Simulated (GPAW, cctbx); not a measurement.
# Bonding in Rb2TlBiI6 as X-rays see it

Aim: compute the bonding part of the density of Rb2TlBiI6, find which reflections carry it, and see how it biases an ordinary refinement.

The cell comes from substitution in a known structure type and wasn't matched to any measured phase. All numbers below are calculated.

### 1. Find the equilibrium geometry

The density hangs on the geometry, so cell and atoms are relaxed first, with the symmetry held. The cutoff is set higher than for the density because stress converges slowly with plane waves.

Settings: GPAW 26.7.0, PBE, 570 eV, 2×2×2 k-points, Fermi–Dirac width 0.05 eV, BFGS to 0.03 eV/Å.

```text
cell
1.0
     0.000000000    6.422000000    6.422000000
     6.422000000    0.000000000    6.422000000
     6.422000000    6.422000000    0.000000000
Bi Tl I Rb
1 1 6 2
Direct
0.000000000 0.000000000 0.000000000
0.500000000 0.500000000 0.500000000
0.767100000 0.767100000 0.232900000
0.767100000 0.232900000 0.767100000
0.232900000 0.767100000 0.232900000
0.232900000 0.767100000 0.767100000
0.232900000 0.232900000 0.767100000
0.767100000 0.232900000 0.232900000
0.250000000 0.250000000 0.250000000
0.750000000 0.750000000 0.750000000
```

```console
$ OMP_NUM_THREADS=1 mpirun -n 4 gpaw python run.py > gpaw.log
```

```text
BFGS:    0      -26.630535        0.670309
BFGS:    1      -26.669425        0.587502
BFGS:    2      -26.808245        0.066019
BFGS:    3      -26.810248        0.009482
cell  9.1123 9.1123 9.1123  60.00 60.00 60.00
volume 535.011 A^3, largest force 0.009 eV/A, largest stress 0.01 GPa
```

After 3 steps the volume has changed by +1.0 % and the energy by -0.180 eV; the largest stress left is 0.01 GPa. It took 97 s on 4 cores of Arm Neoverse V1 (shared host), peak memory 1.4 GiB.

Relaxed structure: Fm-3m (no. 225), a = 12.8867 Å, b = 12.8867 Å, c = 12.8867 Å, α = 90.00°, β = 90.00°, γ = 90.00°.

```csv
atom,mult.,x,y,z
Bi1,4,0,0,0
Tl1,4,1/2,0,0
I1,24,0,0,0.7604
Rb1,8,1/4,3/4,3/4
```

### 2. The all-electron density

X-rays see the whole electron density, so the PAW density is rebuilt with its core regions. Subtracting spherical free atoms from the same code cancels the cores and leaves the deformation density Δρ, the part due to bonding.

Settings: PBE, 450 eV, 3×3×3 k-points, Fermi–Dirac width 0.05 eV; primitive cell of 10 atoms.

```console
$ OMP_NUM_THREADS=1 mpirun -n 4 gpaw python run.py > gpaw.log
```

```text
|iter:   1|       0s |  -27.839514 | -0.80 |       |
|iter:   2|       2s |  -27.625100 | -2.35 | -1.28 |
|iter:   3|       4s |  -26.930814 | -2.11 | -1.33 |
...
|iter:   8|      13s |  -26.864475c| -6.14 | -3.67 |
|iter:   9|      15s |  -26.864477c| -6.96 | -4.44c|
|iter:  10|      17s |  -26.864477c| -7.85c| -5.02c|
```

```text
grid (90, 90, 90)  electrons 556.000  moved by bonding 1.752 e
deformation density beyond 0.5 A of the nuclei: max 0.043, min -0.054 e/A^3
atom        x       y       z   Voronoi charge  moment
Bi1    0.0000  0.0000  0.0000      0.419       0.00
Tl2    0.5000  0.5000  0.5000      0.208       0.00
I 3    0.7604  0.7604  0.2396     -0.224       0.00
I 4    0.7604  0.2396  0.7604     -0.224       0.00
I 5    0.2396  0.7604  0.2396     -0.224       0.00
I 6    0.2396  0.7604  0.7604     -0.224       0.00
I 7    0.2396  0.2396  0.7604     -0.224       0.00
I 8    0.7604  0.2396  0.2396     -0.224       0.00
Rb9    0.2500  0.2500  0.2500      0.357       0.00
Rb10   0.7500  0.7500  0.7500      0.357       0.00
mean inner potential of superposed free atoms 10.168 V
total magnetic moment 0.000 muB
```

Deformation density in a plane through the shortest contact of the Bi atom at the origin, in 0.01 e/Å³ (clipped at ±99); x from -1.6 to 4.7 Å, y from 2.4 down to -2.4 Å:

```text
  1   1   0  -3  -3  -2   1   1   0   0   0   0   0   0   0   0
  0   1   2   2   2   2   1   0   0   0   0   0   0   0   0   0
  0   0   1   3   4   2   0   0   0   0   1   1   1   1   0   0
  0  -1  -2  -1   0  -1  -2  -1   0   1   1   2   2   1   0   0
  1  -2  -5   0   1  -2  -4  -1   1   1   0   2   2   1   0   0
  3  -1   0  -1   .   0  -3   0   3   0  -2   .   0  -1   0   1
  4  -1   2   .   .   1   0   1   4  -1   0   .   .  -2   0   1
  3  -1  -1  -1   .   0  -3   0   3   0  -2   .   0  -1   0   1
  1  -2  -5   0   1  -2  -4  -1   1   1   0   2   2   1   0   0
  0  -1  -2  -1   0  -1  -2  -1   0   1   1   2   2   1   0   0
  0   0   1   3   4   2   0   0   0   0   1   1   1   1   0   0
  0   1   2   2   2   2   1   0   0   0   0   0   0   0   0   0
  1   1   0  -3  -3  -2   1   1   0   0   0   0   0   0   0   0
```

Atoms in or within 0.15 Å of the plane: Bi (0.0, 0.0), I (3.1, 0.0) Å. Dots mark points within about 0.45 Å of a nucleus; large values next to them are atomic features.

I gains most (-0.22 e) and Bi loses most (+0.42 e); I is the most electronegative element, but the order of the others doesn't follow electronegativity. Such charges fall far short of formal ones, since overlapping free atoms already put density on their neighbours. Along the shortest contact from the Bi atom at the map's origin, Bi–I at 3.09 Å, Δρ is +0.04 e/Å³ at the midpoint and highest, +0.04, 1.72 Å from Bi (points within 0.5 Å of a nucleus left out): little piles up between the atoms. At the midpoints of other shortest contacts it is +0.01 (Tl–I, 3.36 Å) e/Å³. Point values carry grid noise of about 0.01 e/Å³. The run needed 10 iterations, 30 s.

### 3. From the density to structure factors

The Fourier components of Δρ, added to those of the free atoms, give the static X-ray structure factors; the Mott–Bethe relation turns them into the Fourier components V of the potential that fast electrons feel.

```text
static structure factors of the conventional cell: F in electrons, V (Mott-Bethe) in volts
   h  k  l      d  |F| table  |F| free   |F| DFT   change   |V| free  |V| DFT  change %
   1  1  1  7.4401    87.700    87.716    87.598   -0.118     0.434    0.448      3.2
   0  2  0  6.4434   762.239   761.587   762.473    0.885     2.317    2.238     -3.4
   0  2  2  4.5561   501.525   501.257   498.541   -2.716     1.513    1.634      8.0
   1  3  1  3.8855    18.200    18.301    18.819    0.518     0.033    0.016    -51.1
   2  2  2  3.7201   773.241   774.130   776.891    2.761     3.762    3.681     -2.2
   0  4  0  3.2217  1913.042  1913.432  1914.541    1.110     6.581    6.557     -0.4
   1  3  3  2.9564   109.959   110.087   110.490    0.403     0.373    0.365     -2.0
   0  4  2  2.8816   672.471   672.449   672.415   -0.034     1.791    1.791      0.0
   2  4  2  2.6305   451.546   451.112   452.120    1.008     1.032    1.017     -1.4
   3  3  3  2.4800   192.707   192.846   193.115    0.269     0.630    0.627     -0.6
   1  5  1  2.4800   158.628   158.738   158.859    0.121     0.546    0.544     -0.3
   0  4  4  2.2781  1735.671  1736.202  1735.444   -0.759     5.099    5.108      0.2
   1  5  3  2.1782    67.801    67.891    67.861   -0.030     0.219    0.220      0.1
   2  4  4  2.1478   615.085   615.012   614.631   -0.381     1.419    1.423      0.3
```

The largest X-ray change is +2.76 e on 222, 0.4 % of |F|. For electrons V goes as (Z − F)/g², so a change of F counts against Z − F, which is small at low angle and wherever the atoms' terms cancel: |V| of 022 moves by +8.0 % (1.51 to 1.63 V) against -0.5 % in |F|. The tabulated Hartree–Fock atoms differ from the free DFT atoms by up to 0.89 e, so the choice of reference atom matters too.

### 4. How cheap can the run be?

Cutoff and k-mesh: one is changed at a time, to find what the result needs.

```csv
run,ΔF 222 (e),ΔF 022 (e),ΔF 040 (e),q(I) (e),moved (e),time
450 eV 3×3×3,+2.761,-2.716,+1.110,-0.224,1.752,30 s
250 eV 3×3×3,+2.782,-2.738,+1.066,-0.224,1.762,16 s
350 eV 3×3×3,+2.771,-2.725,+1.098,-0.222,1.734,21 s
750 eV 3×3×3,+2.756,-2.716,+1.104,-0.224,1.767,64 s
450 eV 1×1×1,+3.953,-3.496,+2.174,-0.287,2.252,12 s
450 eV 2×2×2,+2.820,-2.756,+1.151,-0.227,1.770,22 s
```

Within 0.06 e of the base on all three: 250 eV 3×3×3, 350 eV 3×3×3, 450 eV 2×2×2 and 750 eV 3×3×3. The largest error, 1.192 e, comes with 450 eV 1×1×1. The moved charge is off by up to 29 % among these runs. Times are from shared hosts.

### 5. Refining ordinary atoms against data with bonding

Routine crystallography fits spherical atoms. To see the bias, intensities are simulated from tabulated atoms plus the DFT change ΔF, so that bonding alone can misfit (24692 reflections of the full sphere, merged to the counts below, to 0.45 Å, 1 % proportional noise plus counting noise, assumed isotropic U as listed, Δρ smeared by the mean U) and refined with cctbx over different ranges.

```
                    range  data      R1  GooF  U Bi1 (true 0.0055)  U Tl1 (true 0.0055)  U I1 (true 0.0065)  U Rb1 (true 0.0075)  largest shift (Å)  Δρ max, min (e/Å³)
                 all data   683  0.0029  1.01               0.0055               0.0055              0.0065               0.0075             0.0000         0.25, -0.30
 low resolution, d > 0.84   129  0.0021  1.09               0.0055               0.0055              0.0066               0.0077             0.0000         0.14, -0.15
     high order, d < 0.75   511  0.0035  0.99               0.0055               0.0055              0.0065               0.0075             0.0000         0.24, -0.25
occupancies free, d > 0.7   205  0.0022  1.06               0.0055               0.0055              0.0065               0.0075             0.0000         0.16, -0.21
```

With all data GooF is 1.01, so at this noise the bonding hardly shows; the top residual peak lies 2.79 Å from I and 2.79 Å from I. No U is off by more than 3 s.u. at low resolution. With Bi1 held at 1 and the scale free, the other occupancies refine to Tl1 1.000(0.001), I1 0.999(0.001) and Rb1 0.998(0.001), within three s.u. of full.

### 6. Answer

Bonding moves 1.75 e in the primitive cell of Rb2TlBiI6 and changes the structure factors of the conventional cell in the table above by at most 2.76 e (222, 0.4 %), and among reflections above 2 % of the strongest by up to 0.5 % (022). The shortest bond, Bi–I, has Δρ = +0.04 e/Å³ at its midpoint. Within 0.06 e of the base on all three: 250 eV 3×3×3, 350 eV 3×3×3, 450 eV 2×2×2 and 750 eV 3×3×3. The largest error, 1.192 e, comes with 450 eV 1×1×1. The moved charge is off by up to 29 % among these runs. With all data GooF is 1.01, so at this noise the bonding hardly shows. Limits: static density, frozen cores, no spin–orbit coupling.

[Outputs are excerpts: Python notices, other lines and further rows are left out; steps that failed or that the build refused (PBEsol, TPSS) are not shown.]

[Logs are printed without paths, hosts, clocks, repeated set-up lines and the standing remarks that a program may print on its own settings, such as how far it seeks lower states.]
